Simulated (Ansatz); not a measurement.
**Where Al_Si puts its levels in the gap of SiC (P6_3mc)**

Charge states of Al_Si in SiC (P6_3mc), set against the band edges. Model: a cell of 108 host atoms with 1 Si taken out and 1 Al put in.

Method: place-levels on r2SCAN runs: charge-transition levels and formation energies with image-charge correction and potential alignment at the atomic sites; PAW set soft_1, in Ansatz 0.2.0.

**What experiment says.**

“Charge spill-out and work function of few-layer graphene on SiC(0001)” (2018, arxiv:1806.04908) quotes from earlier work for SiC, 6H (bulk crystal, literature): band gap (indirect gap, experimental literature value) 3.03 eV [Literature value cited in passing in the theory part; temperature and measurement method …].

### Step 1. Set-up

The cell holds 108 atoms: 53 Si, 54 C and 1 Al. Cell: a = 9.236 Å, b = 9.236 Å, c = 15.108 Å, α = 90.0°, β = 90.0°, γ = 120.0°. It derives from SiC (space group P6_3mc). Nearest the centre at fractional (0.667, 0.667, 0.500): Al101 at 0.00 Å, C71 at 1.89 Å, C107 at 1.89 Å, C59 at 1.89 Å, C104 at 1.89 Å, Si77 at 3.08 Å, Si53 at 3.08 Å, Si5 at 3.08 Å.

The host's dielectric constants go in as inputs: (7.09, 7.09, 7.35) for the electrons alone, (10.43, 10.43, 10.95) with the ions, computed on the host (DFPT, PBEsol, on the r2SCAN cell), and a cell off the functional's own equilibrium shifts the ionic part.

The cell's shortest repeat is 9.2 Å.

### Step 2. The runs of each charge state

A transition level is the Fermi level at which two charge states cost the same, so each charge needs its own total energy, at its own relaxed structure.

Each atom starts 0.05 Å or so off its site in a random direction: a symmetric start keeps its symmetry, and would miss off-centre moves and Jahn–Teller distortions. Forces are taken at one point at (¼, ¼, ¼). The cell holds 1 electron more than the neutral one, with a uniform background that keeps it neutral on the whole.

The sampling was tested on the host first: at the k-points planned (1x1x1 shifted 0.25 0.25 0.25) its energy lies -0.041 eV an atom from the dense-mesh value, a large miss, so this sampling is coarse for the host.

One of the inputs; charge, spin and start change from state to state.

qm1.relax/input.yaml

```yaml
crystal:
  lattice:
    - [3.07866498, 0.0, 0.0]
    - [-1.53933249, 2.66620208, 0.0]
    - [0.0, 0.0, 15.1078644]
  atoms:
    - { symbol: Si, position: [0.33333333, 0.66666667, 0.8329854] }
    - { symbol: Si, position: [0.66666667, 0.33333333, 0.3329854] }
    - { symbol: Si, position: [0.66666667, 0.33333333, 0.66650102] }
    - { symbol: Si, position: [0.33333333, 0.66666667, 0.16650102] }
    - { symbol: Si, position: [0.0, 0.0, 0.49972248] }
    - { symbol: Si, position: [0.0, 0.0, 0.99972248] }
    - { symbol: C, position: [0.0, 0.0, 0.87436694] }
    - { symbol: C, position: [0.0, 0.0, 0.37436694] }
    - { symbol: C, position: [0.33333333, 0.66666667, 0.70799668] }
    - { symbol: C, position: [0.66666667, 0.33333333, 0.20799668] }
    - { symbol: C, position: [0.66666667, 0.33333333, 0.54152848] }
    - { symbol: C, position: [0.33333333, 0.66666667, 0.04152848] }
  supercell: [3, 3, 1]
  defects: [{ substitution: { at: 100, symbol: Al } }]
total_charge: -1
basis:
  ecutwfc: 500
  xc_grid: 2
hamiltonian:
  xc: r2scan
  pseudopotentials: { kind: paw, azcp: { folder: soft_1 } }
kpoints:
  mp_grid: { grid: [1, 1, 1], shift: [0.25, 0.25, 0.25] }
scf:
  occupations: { method: fixed }
  max_iter: 100
output:
  forces: true
  charged_corrections:
    epsilon: [7.09, 7.09, 7.35]
    static_epsilon: [10.43, 10.43, 10.95]
relax:
  f_tol: 0.02
  max_steps: 80
  random_displacement: { amplitude: 0.05, seed: 4907 }
checkpoint:
  write: "../qm1.relax.run"
  compress: false
  write_wavefunctions: true
  write_every: 100000
```

On the command line:

```bash
ansatz run input.yaml --threads 4 --pin off --max-ram 15073MiB --backend cpu --events-out ev --progress --plain --runs-dir out
```

The relaxed structure is kept and the sampling changed to a 2×2×2 shifted mesh.

The run of this state that the levels use, under r2SCAN:

qm1.point/input.yaml

```yaml
crystal:
  checkpoint: "../qm1.relax.run"
  host: checkpoint
total_charge: -1
basis:
  ecutwfc: 500
  xc_grid: 2
hamiltonian:
  xc: r2scan
  pseudopotentials: { kind: paw, azcp: { folder: soft_1 } }
kpoints:
  mp_grid: { grid: [2, 2, 2], shift: [0.5, 0.5, 0.5] }
scf:
  occupations: { method: fermi_dirac, width: 0.01 }
  max_iter: 100
output:
  forces: true
  eigenvalues: true
  charged_corrections:
    epsilon: [7.09, 7.09, 7.35]
    static_epsilon: [10.43, 10.43, 10.95]
    defect_position: [0.666667, 0.666667, 0.499722]
  eigenstates: { localisation: true }
  populations: true
  band_densities: [{ bands: [v1, v1] }, { bands: [c1, c1] }]
  write_density: true
  write_potential: true
  volumetric_format: npy
checkpoint:
  read: "../qm1.relax.run"
  write: "../qm1.point.run"
  compress: false
  write_wavefunctions: false
  write_every: 100000
```

Relaxations under r2SCAN at one point at (¼, ¼, ¼); times on 4 threads of Arm Neoverse V1, shared host:

```tsv
charge	moment (μB)	occupations	outcome	steps	largest displacement against the far atoms (Å)	time
−1	0	fixed	converged	5	0.09	2.9 min
0	1	fixed	converged	7	0.12	10 min
+1	0	fixed	converged	6	0.13	3.6 min
+1	2	fixed	converged	7	0.12	9.5 min
```

Single points under r2SCAN at a 2×2×2 shifted mesh; times on 4 threads of Arm Neoverse V1, shared host:

```tsv
charge	moment (μB)	occupations	outcome	time
−1	0	fermi-dirac	converged	3.5 min
0	1	fermi-dirac	converged	9.4 min
+1	0	fermi-dirac	converged	4.1 min
+1	2	fermi-dirac	converged	8.9 min
```

Distances (Å) from Al101 to the nearest atoms after relaxation with r2SCAN:

```tsv
charge	moment (μB)	1.	2.	3.	4.	5.	6.
−1	0	C 1.96	C 1.97	C 1.97	C 1.98	Si 3.07	Si 3.07
0	1	C 1.96	C 1.97	C 1.97	C 2.01	Si 3.05	Si 3.06
+1	0	C 1.95	C 1.96	C 1.99	C 2.00	Si 3.06	Si 3.06
+1	2	C 1.96	C 1.98	C 1.98	C 2.01	Si 3.06	Si 3.07
```

### Step 3. place-levels, r2SCAN

A charged cell interacts with its images and the background, and its potential has another zero than the host's. place-levels removes the first by a point-charge model, screened by the static dielectric constant since the ions have relaxed around the charge, and the second by comparing potentials at atoms far from the defect.

The host is a run of the defect-free crystal in the same cutoffs, grids and k-points, so that basis and sampling errors cancel in part in the differences. The host is run in a cell of 12 atoms on a matching mesh. Its band edges are searched through the zone by a band path, so the gap is smaller than, or equal to, that on the mesh. Chemical potentials are energies per atom of Si (diamond) and Al (fcc), run with the same functional and cutoff.

levels.point.yaml

```yaml
host:
  run: host.point.run
states: [qm1.point.run, q0_M1.point.run, qp1.point.run, qp1_M2.point.run]
geometry_from:
  qm1.point.run: qm1.relax.run
  q0_M1.point.run: q0_M1.relax.run
  qp1.point.run: qp1.relax.run
  qp1_M2.point.run: qp1_M2.relax.run
  host.point.run: host.relax.run
chemical_potentials:
  Si:
    energy: -639.06578
    dataset: <sha256 of the dataset>
  Al:
    energy: -540.418346
    dataset: <sha256 of the dataset>
epsilon: [7.09, 7.09, 7.35]
static_epsilon: [10.43, 10.43, 10.95]
vertical:
  - { from: qm1.point.run, to: qm1.point_neutral.run }
  - { from: qp1.point.run, to: qp1.point_neutral.run }
  - { from: qp1_M2.point.run, to: qp1_M2.point_neutral.run }
```

On the command line:

```bash
ansatz place-levels levels.point.yaml -- --threads 4 --pin off --max-ram 15073MiB
```

Numbers of over 12 decimals in the logs are rounded to 6 here.

The log of the run:

```text
[... repeated set-up lines and file paths are left out, and long positions are rounded to six places ...]
(+1/0) 0.034 eV beneath the valence edge (-0.193 eV without the band-filling correction), in the valence band
(0/-1) 0.081 eV above the valence edge, 2.287 eV under the conduction edge
formation energy of charge +1: +1.866 eV with the Fermi level at the valence edge
formation energy of charge 0: +1.832 eV with the Fermi level at the valence edge
formation energy of charge -1: +1.913 eV with the Fermi level at the valence edge
vertical -1 to 0: no energy, since no alignment is typed
  the change from vertical[0].from (qm1.point.run) to vertical[0].to (qm1.point_neutral.run): by its potential at epsilon [7.09, 7.09, 7.35] it stands at 0.590 0.743 0.535, with an rms radius of about 5.0 Å (2.6 2.6 3.3 Å across the planes of the cell's [...]
vertical +1 to 0: no energy, since no alignment is typed
  the change from vertical[1].from (qp1.point.run) to vertical[1].to (qp1.point_neutral.run): by its potential at epsilon [7.09, 7.09, 7.35] it stands at 0.591 0.749 0.524, with an rms radius of about 6.5 Å (2.9 2.9 5.0 Å across the planes of the cell's [...]
vertical +1 to 0: no energy, since no alignment is typed
  the change from vertical[2].from (qp1_M2.point.run) to vertical[2].to (qp1_M2.point_neutral.run): by its potential at epsilon [7.09, 7.09, 7.35] it stands at 0.565 0.749 0.435, with an rms radius of about 6.2 Å (2.2 2.4 5.3 Å across the planes of the cell's [...]
  edges by r2scan, gap 2.368 eV; the host is sampled to repeats of 18.47 Å
  the defect's cells are sampled to repeats of 18.47 Å, like sampling
  charge +1: -48040.6948 eV with its correction of +0.007 eV, at epsilon [10.43, 10.43, 10.95], aligned at sites: -0.1596 eV, mean over 73 atomic sites at or beyond 4.62 Å from the host's site at [0.6663, 0.6671, 0.4997] by the defect at [0.6667, 0.6667, [...]
  states[2] (qp1.point.run): levels filled in part (TS 0.013 eV): its energy is of no whole electron's
  charge 0: +0.000 eV for its dipole among its images, +0.000 omitted
  states[1] (q0_M1.point.run): levels filled in part (TS 0.004 eV): its energy is of no whole electron's
  charge -1: -48021.9380 eV with its correction of +0.181 eV, at epsilon [10.43, 10.43, 10.95], aligned at sites: -0.0142 eV, mean over 73 atomic sites at or beyond 4.62 Å from the host's site at [0.6663, 0.6671, 0.4997] by the defect at [0.6667, 0.6667, [...]
  charge +1: states[3] (qp1_M2.point.run) stands 0.058 eV higher, with a moment of 2.00 μB against 0.00
  states[3] (qp1_M2.point.run): levels filled in part (TS 0.006 eV): its energy is of no whole electron's
  of states[2] (qp1.point.run): it parts from the run at its places by a charge that spreads by about 2.9 Å along one vector (1.4 Å or more is wide), by its potential at epsilon [7.09, 7.09, 7.35], taken for that of held ions (one typed too small widens it), [...]
  of states[1] (q0_M1.point.run): its moments are held at its close (magnetization.spin_locking), by a field of 0.029 eV a Bohr magneton, and its energy and levels are of the state that this holds: a run that lets them go can end lower; [...]
  of states[0] (qm1.point.run): how wide its charge is, is not read beside other atoms or cores, and a band state would take no correction. [...]
  of states[3] (qp1_M2.point.run): it parts from the run at its places by a charge that spreads by about 5.3 Å along one vector (2.6 Å or more is wide), by its potential at epsilon [7.09, 7.09, 7.35], taken for that of held ions (one typed too small widens [...]
  of vertical[0].from (qm1.point.run): it parts from the run at its places by a charge that spreads by about 2.6 Å along one vector (1.4 Å or more is wide), by its potential at epsilon [7.09, 7.09, 7.35], taken for that of held ions (one typed too small [...]
  vertical[0].to (qm1.point_neutral.run): levels filled in part (TS 0.006 eV): its energy is of no whole electron's
  of vertical[0].to (qm1.point_neutral.run): its moments are held at its close (magnetization.spin_locking), by a field of 0.065 eV a Bohr magneton, and its energy and levels are of the state that this holds: a run that lets them go can end lower; [...]
  vertical[1].from (qp1.point.run): levels filled in part (TS 0.013 eV): its energy is of no whole electron's
  of vertical[1].from (qp1.point.run): its sublattices stand up to 0.0166 Å off the host's, which by the two runs' forces adds about +0.03 eV to its energy against the host's, and moves the band edges: relax the crystal first, and build the cells on it; [...]
  vertical[1].to (qp1.point_neutral.run): levels filled in part (TS 0.004 eV): its energy is of no whole electron's
  of vertical[1].to (qp1.point_neutral.run): its moments are held at its close (magnetization.spin_locking), by a field of 0.011 eV a Bohr magneton, and its energy and levels are of the state that this holds: a run that lets them go can end lower; [...]
  vertical[2].from (qp1_M2.point.run): levels filled in part (TS 0.006 eV): its energy is of no whole electron's
  of vertical[2].from (qp1_M2.point.run): its moments are held at its close (magnetization.spin_locking), by a field of 0.067 eV a Bohr magneton, and its energy and levels are of the state that this holds: a run that lets them go can end lower; [...]
  vertical[2].to (qp1_M2.point_neutral.run): levels filled in part (TS 0.004 eV): its energy is of no whole electron's
  of vertical[2].to (qp1_M2.point_neutral.run): its moments are held at its close (magnetization.spin_locking), by a field of 0.020 eV a Bohr magneton, and its energy and levels are of the state that this holds: a run that lets them go can end lower; [...]
```

Run time: 0.64 s. Hardware: 4 threads of Arm Neoverse V1, shared host.

(Part 1 of 2 ends here.)

[Logs are printed without paths, hosts, clocks, repeated set-up lines and the standing remarks that a program may print on its own settings, such as how far it seeks lower states.]

[Hosts, paths, dates, database ids (printed as entryN), source tags and the programs' standing remarks are cut or masked in the printed files.]

[Where a table of states has a column of steps, it counts the stored structures, which are thinned; the runs took as many ionic steps or more.]

[A defect's name tells the site on which it was built; relaxed atoms can leave that site.]

[For some hosts the program warned that the k-mesh of the response run may be too coarse for force constants and the static dielectric constant; such warnings are not shown here.]
